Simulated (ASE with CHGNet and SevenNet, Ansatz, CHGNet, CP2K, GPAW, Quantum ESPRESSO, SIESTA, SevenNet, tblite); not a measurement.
# C(111) slab, H on the bottom face (80 atoms) in machine-learned potentials

How do the settings of machine-learned potentials change the result for C(111) slab, H on the bottom face (80 atoms)? A plane-wave run serves as the yardstick.

Main program and level: ASE with CHGNet and SevenNet; the method is named at each step.

### 1. The starting structure

The cell holds 80 atoms: 64 C and 16 H. Its edges and angles: a = 10.089 Å, b = 10.089 Å, c = 15.664 Å, α = 90.0°, β = 90.0°, γ = 120.0°. It derives from C (diamond-structure). Diamond-structure C (a = 3.567 Å), (111) slab of 4 atomic planes, 4 x 4 surface cells, H on the broken bonds of the bottom face, 12 Å of vacuum; displaced by a Gaussian of 0.02 Å. Then every atom was moved at random, 0.05 Å r.m.s. a Cartesian component (hydrogen 0.6 of that). Regions: slab, 64 atoms (64 C); hydrogen, 16 atoms (16 H). Vacuum lies along c.

The yardstick, on the same geometry:

| Item | Value |
| --- | --- |
| method | Kohn-Sham DFT, PBE, SSSP efficiency 1.3.0 pseudopotentials, plane waves (Quantum ESPRESSO 7.5); sssp-pbe-1.3.0-efficiency, cutoffs 45/360 Ry, Γ point |
| r.m.s. force component | 2.005 eV/Å |
| longest force | 7.446 eV/Å |
| time | 2.7 min on 4 MPI ranks of Intel Xeon at 2.30GHz, shared host |
| CPU time | 10 min |

### 2. CHGNet r2SCAN potential

Method: machine-learned interatomic potential CHGNet r2SCAN, trained on r2SCAN plane-wave data.

Contents of run.py:

```python
import numpy as np
from ase.io import read
import mlip  # loads the published weights by name

atoms = read("structure.xyz")
atoms.calc = mlip.calc("chgnet-r2scan")
energy = atoms.get_potential_energy()
forces = atoms.get_forces()
print(f"energy {energy:.6f} eV")
print("forces (eV/A)")
for i, (a, f) in enumerate(zip(atoms, forces)):
    print(f"{i:4d} {a.symbol:2s} {f[0]:10.5f} {f[1]:10.5f} {f[2]:10.5f}")
```

Contents of structure.xyz:

```xyz
80
Lattice="10.08900 0.00000 0.00000 -5.04450 8.73733 0.00000 0.00000 0.00000 15.66426" Properties=species:S:1:pos:R:3 pbc="T T T"
C -1.27959 8.03939 7.61471
C 2.52538 0.00821 7.09560
C -2.45849 7.31280 9.71325
C -1.20937 7.99273 9.17550
C 0.04091 5.81443 7.61252
C -1.24604 6.56689 7.12426
C -1.26299 5.02982 9.62866
C -0.11163 5.87262 9.17503
C 1.26350 7.98251 7.58824
C -0.00953 8.71697 7.08103
C -0.15658 7.27313 9.69633
C 1.23298 8.00794 9.16453
C 1.25442 3.62608 7.60688
C -0.03809 4.40597 7.07586
C -0.04888 2.90245 9.69273
C 1.31732 3.59681 9.04266
C 2.54646 5.84877 7.58996
C 1.27883 6.56672 7.10531
C 1.32862 5.11239 9.60877
C 2.62511 5.85480 9.25178
C 3.78353 7.99876 7.60766
C 2.50308 8.73628 7.08338
C 2.51014 7.23835 9.65999
C 3.82166 7.96591 9.09357
C 2.56276 1.42200 7.54876
C 1.24604 2.19036 7.07774
C 1.27056 0.73629 9.61880
C 2.50757 1.45241 9.02982
C 3.79331 3.64897 7.61675
C 2.55161 4.35503 7.07680
C 2.59307 2.89415 9.63493
C 3.78252 3.71607 9.10971
C 5.04889 5.85008 7.58620
C 3.79821 6.57204 7.09763
C 3.75069 5.19260 9.65561
C 4.99441 5.85969 9.02230
C -3.79200 8.02952 7.60625
C 10.07916 0.01581 7.09011
C 5.07860 7.22315 9.69461
C -3.81672 7.94459 9.17722
C 5.04849 1.42847 7.59247
C 3.77949 2.18529 7.07680
C 3.85935 0.75351 9.71826
C 5.05121 1.46411 9.09263
C 6.29730 3.61699 7.57586
C 5.05651 4.40187 7.08134
C 5.12632 2.85816 9.65341
C 6.24489 3.65483 9.16735
C -2.54248 5.82579 7.60061
C 6.25664 6.55606 7.12661
C 6.23788 5.16367 9.65200
C -2.57683 5.83234 9.22249
C 7.57563 1.45319 7.60343
C 6.31440 2.22225 7.06771
C 6.26330 0.76058 9.58167
C 7.64161 1.42453 9.26384
[... 20 atom lines left out ...]
H -3.76279 6.54234 5.99236
H 6.32525 2.17638 5.98469
H 7.54803 4.33310 6.00348
H -1.25099 2.18494 6.00129
```

On the command line:

```console
OMP_NUM_THREADS=1 python run.py > output.txt
```

The log of the run:

```text
CHGNet vr2scan initialized with 412,525 parameters
CHGNet will run on cpu
energy -672.548950 eV
forces (eV/A)
   0 C     0.75215   -1.07094   -0.59020
   1 C    -0.20502   -0.63141    0.65254
   2 C    -2.03317   -0.89222   -2.73319
   3 C    -3.35616    2.73093    1.90075
   4 C    -1.47373    1.22045   -0.50430
   5 C    -0.72041   -0.21217   -1.38682
   6 C    -1.07265    2.00255   -1.40710
   7 C     3.56818   -2.20879    2.13190
   8 C    -0.48079    0.87811    0.00612
   9 C     0.30107    0.44683    0.39464
  10 C     4.62407   -0.31409   -1.99021
  11 C    -0.40780   -0.78446    2.43382
  12 C     0.24135    0.63888   -2.92877
  13 C     1.49889   -1.10665    1.88097
  14 C     3.34406   -0.90225   -3.81786
  15 C    -1.62749    1.35863    6.77714
  16 C    -0.03051   -0.89340    0.11934
  17 C     0.02856   -0.90983    0.18300
  18 C    -1.80028   -0.53289   -1.96529
  19 C    -5.00303    0.00836   -0.99988
  20 C    -0.01965    0.78660   -1.73987
  21 C     0.60721   -0.11827    1.53861
  22 C     0.83326    2.63123   -2.01160
  23 C    -1.41415    0.92301    5.91422
[...]
72 H     0.07335    0.14151   -0.37715
  73 H    -0.15303    0.05575    0.52978
  74 H     0.11222    0.19832    0.32513
  75 H    -0.10350    0.30776    0.67805
  76 H    -0.31924    0.08170    1.09764
  77 H     0.03223    0.15175   -0.38061
  78 H     0.08140    0.25666    0.22085
  79 H    -0.04993   -0.01429    0.59656
```

Run time: 5.8 s. Hardware: 1 thread of Intel Xeon at 2.30GHz, shared host; peak memory 3.5 GiB.

Banners, paths, timers and routine set-up lines are dropped from the logs unmarked, and long logs keep their key lines alone; longer cuts are marked.

Compared with the plane-wave run:

```
r.m.s. force component                  : 1.755 eV/Å
r.m.s. difference of force components   : 683.5 meV/Å
longest difference of force vectors     : 3554 meV/Å
force difference over r.m.s. force      : 34.09 %
slope of forces against the reference's : 0.8251
correlation of force components         : 0.9425
```

Length of the force difference by element (eV/Å):

```csv
element,atoms,mean,most
C,64,1.1,3.6
H,16,0.45,0.60
```

The surroundings of C16, which bears the longest force among the free atoms, nearest first, numbered as they follow in the input and with coordinates relative to it.

```csv
atom,x,y,z,distance (Å),bonds,Fx,Fy,Fz (eV/Å)
C16,0.00,0.00,0.00,0.00,4,-1.63,1.36,6.78
C13,-0.06,0.03,-1.44,1.44,4,0.24,0.64,-2.93
C31,1.28,-0.70,0.59,1.57,3,-1.23,0.34,-3.63
C19,0.01,1.52,0.57,1.62,3,-1.80,-0.53,-1.97
C15,-1.37,-0.69,0.65,1.66,3,3.34,-0.90,-3.82
C26,-0.07,-1.41,-1.96,2.42,4,1.04,-0.29,0.75
C30,1.23,0.76,-1.97,2.44,4,-0.88,0.63,2.11
C28,1.19,-2.14,-0.01,2.45,4,2.16,-0.63,6.00
C32,2.47,0.12,0.07,2.47,4,1.25,-2.00,4.69
C14,-1.36,0.81,-1.97,2.52,4,1.50,-1.11,1.88
C60,-2.52,0.02,0.10,2.52,4,-0.65,1.26,1.19
C64,-1.30,-2.18,0.04,2.54,4,-0.74,1.08,5.67
C20,1.31,2.26,0.21,2.62,4,-5.00,0.01,-1.00
C8,-1.43,2.28,0.13,2.69,4,3.57,-2.21,2.13
```

Atoms are counted from 1 here, from 0 in the log.

Forces lie 34 % from the reference's, at 0.0093 times its CPU time (on 1 against 4 cores).

The difference per atom is largest on C (1.1 eV/Å on average, against 0.45 on H).

### 3. CHGNet 0.3.0 potential

Method: machine-learned interatomic potential CHGNet 0.3.0, trained on PBE(+U) plane-wave data.

Edit run.py of step 2 so:

```diff
@@ -5,3 +5,3 @@
 atoms = read("structure.xyz")
-atoms.calc = mlip.calc("chgnet-r2scan")
+atoms.calc = mlip.calc("chgnet-0.3.0")
 energy = atoms.get_potential_energy()
```

structure.xyz is that of step 2.

The log of the run:

```text
CHGNet v0.3.0 initialized with 412,525 parameters
CHGNet will run on cpu
energy -617.099365 eV
forces (eV/A)
   0 C     0.72738   -0.95947   -0.77458
   1 C    -0.20581   -0.64821    0.99465
   2 C    -1.83290   -0.90887   -3.29378
   3 C    -3.01119    2.32336    2.29484
   4 C    -1.34050    1.07564   -0.50274
   5 C    -0.68399   -0.16583   -0.86890
   6 C    -0.97984    2.24796   -1.94859
   7 C     3.27190   -2.16115    2.71079
   8 C    -0.46556    0.81803   -0.02631
   9 C     0.23706    0.43224    0.85024
  10 C     4.54624   -0.20642   -2.54891
  11 C    -0.42996   -0.62794    2.97831
  12 C     0.13615    0.61241   -2.60364
  13 C     1.50826   -1.06832    2.22749
  14 C     2.81049   -1.07084   -3.79822
  15 C    -1.24427    1.19865    6.42006
  16 C    -0.02240   -0.82613   -0.00263
  17 C    -0.00671   -0.87434    0.52393
  18 C    -2.28129   -0.65092   -2.48081
  19 C    -4.43134    0.01026   -0.46297
  20 C    -0.01248    0.79424   -1.59291
  21 C     0.67406   -0.18269    1.93361
  22 C     0.57427    2.89011   -2.48178
  23 C    -1.05299    0.72463    5.79045
[...]
72 H     0.07138    0.12058   -0.63126
  73 H    -0.13561    0.04920    0.15988
  74 H     0.11197    0.20627   -0.05909
  75 H    -0.08032    0.27971    0.32884
  76 H    -0.26303    0.06939    0.76301
  77 H     0.02996    0.12129   -0.67485
  78 H     0.06257    0.24775   -0.15925
  79 H    -0.05418    0.00051    0.18458
```

Elapsed: 5.9 s, on 1 thread; peak memory 3.5 GiB.

Compared with the plane-wave run:

- r.m.s. force component: 1.757 eV/Å
- r.m.s. difference of force components: 555.9 meV/Å
- longest difference of force vectors: 3239 meV/Å
- force difference over r.m.s. force: 27.73 %
- slope of forces against the reference's: 0.8455
- correlation of force components: 0.9649

Against the first run (34 %), the force difference from the reference is 28 %, at 1.0 times the CPU time.

The difference per atom is largest on C (0.92 eV/Å on average, against 0.15 on H).

### 4. SevenNet l3i5 potential

Method: machine-learned interatomic potential SevenNet l3i5, trained on PBE(+U) plane-wave data.

Edit run.py of step 3 so:

```diff
@@ -5,3 +5,3 @@
 atoms = read("structure.xyz")
-atoms.calc = mlip.calc("chgnet-0.3.0")
+atoms.calc = mlip.calc("7net-l3i5")
 energy = atoms.get_potential_energy()
```

structure.xyz is that of step 3.

The log of the run:

```text
energy -611.239685 eV
forces (eV/A)
   0 C     0.93041   -1.30390    0.52813
   1 C    -0.57076   -0.81494   -0.43360
   2 C    -1.82551   -1.15005   -4.60192
   3 C    -4.18617    2.99470    3.62603
   4 C    -1.56835    0.99105    0.85481
   5 C    -0.78592   -0.02825   -2.72067
   6 C    -0.52649    2.14356   -3.55725
   7 C     3.39274   -2.49000    3.76588
   8 C    -0.56527    0.86791    1.55781
   9 C     0.31092    0.52442   -0.81743
  10 C     5.13387   -0.60382   -3.42464
  11 C    -0.22395   -0.77565    4.29952
  12 C    -0.01811    0.69996   -1.37208
  13 C     1.82694   -1.27775    0.60843
  14 C     2.95063   -0.71019   -5.04384
  15 C    -0.84936    1.23637    7.99049
  16 C    -0.11750   -0.98725    1.65809
  17 C    -0.01525   -0.90194   -0.73180
  18 C    -1.53942   -0.89274   -3.57984
  19 C    -6.45179    0.42244    1.60300
  20 C    -0.10038    1.12924   -0.43528
  21 C     0.80737   -0.00794    0.87296
  22 C     0.93085    2.95066   -4.32760
  23 C    -1.50955    0.98195    7.30176
[...]
72 H     0.03046    0.13677   -0.44108
  73 H    -0.19179    0.02570    0.21582
  74 H     0.30069    0.23322   -0.09730
  75 H    -0.13201    0.44717    0.30814
  76 H    -0.33877    0.10395    0.77008
  77 H     0.04023    0.05087   -0.71614
  78 H     0.12792    0.35869   -0.28825
  79 H    -0.07179   -0.01105    0.11016
```

It took 11 s on 1 thread; peak memory 1.9 GiB.

Numbers from this run, and their distance from the reference:

```
r.m.s. force component                  : 2.261 eV/Å
r.m.s. difference of force components   : 936.3 meV/Å
longest difference of force vectors     : 2980 meV/Å
force difference over r.m.s. force      : 46.7 %
slope of forces against the reference's : 1.027
correlation of force components         : 0.9105
```

Against the first run (34 %), the force difference from the reference is 47 %, at 1.9 times the CPU time.

The difference per atom is largest on C (1.7 eV/Å on average, against 0.18 on H).

### 5. The ladder

Differences are against the plane-wave reference, forces as r.m.s. over components; share is that over the reference's r.m.s. force, slope the least-squares factor from reference forces to these. Total energies of different programs have different zeros and aren't compared.

```csv
run,"Δ force, r.m.s. (meV/Å)",share (%),slope,cores,CPU time,memory (GiB)
reference,-,-,-,4,10 min,2.7
CHGNet r2SCAN potential,683,34.1,0.825,1,5.8 s,3.5
CHGNet 0.3.0 potential,556,27.7,0.846,1,5.9 s,3.5
SevenNet l3i5 potential,936,46.7,1.027,1,11 s,1.9
```

Times of the machine-learned potentials are mostly Python's start and the loading of weights.

CPU time is summed over cores on a shared host, where runs went side by side, so it is rough. Symmetry, cutoffs, thresholds, outputs and thread counts weren't matched or tuned between programs; memory under MPI is the largest rank's times the ranks.

### 6. Outcome

- nearest in forces: CHGNet 0.3.0 potential, 28 %
- its CPU time: 5.9 s

In words: Machine-learned potentials differ by 28 % (CHGNet 0.3.0 potential) to 47 % (SevenNet l3i5 potential); they were trained on other programs' data, some at another functional. Among those trained on PBE data the slope goes as low as 0.85, which softening far from their training structures can give, though the reference's k-sampling is untested too. Machine-learned potentials mimic data converged in k, so the reference's own k-point error enters their differences. The runs have no spin polarisation, so any moments at edges, vacancies or dangling bonds can't form. The electronic-structure runs sample only Γ, in a cell whose shortest periodic width is 9 Å, which is coarse for a cell with partly filled levels.

[Also dropped from logs without a mark: logging warnings of Python, and SIESTA's first energy breakdown and zero terms.]

[Logs are printed without paths, hosts, clocks, repeated set-up lines and the standing remarks that a program may print on its own settings, such as how far it seeks lower states.]

[Hosts, paths, dates, database ids (printed as entryN), source tags and the programs' standing remarks are cut or masked in the printed files.]
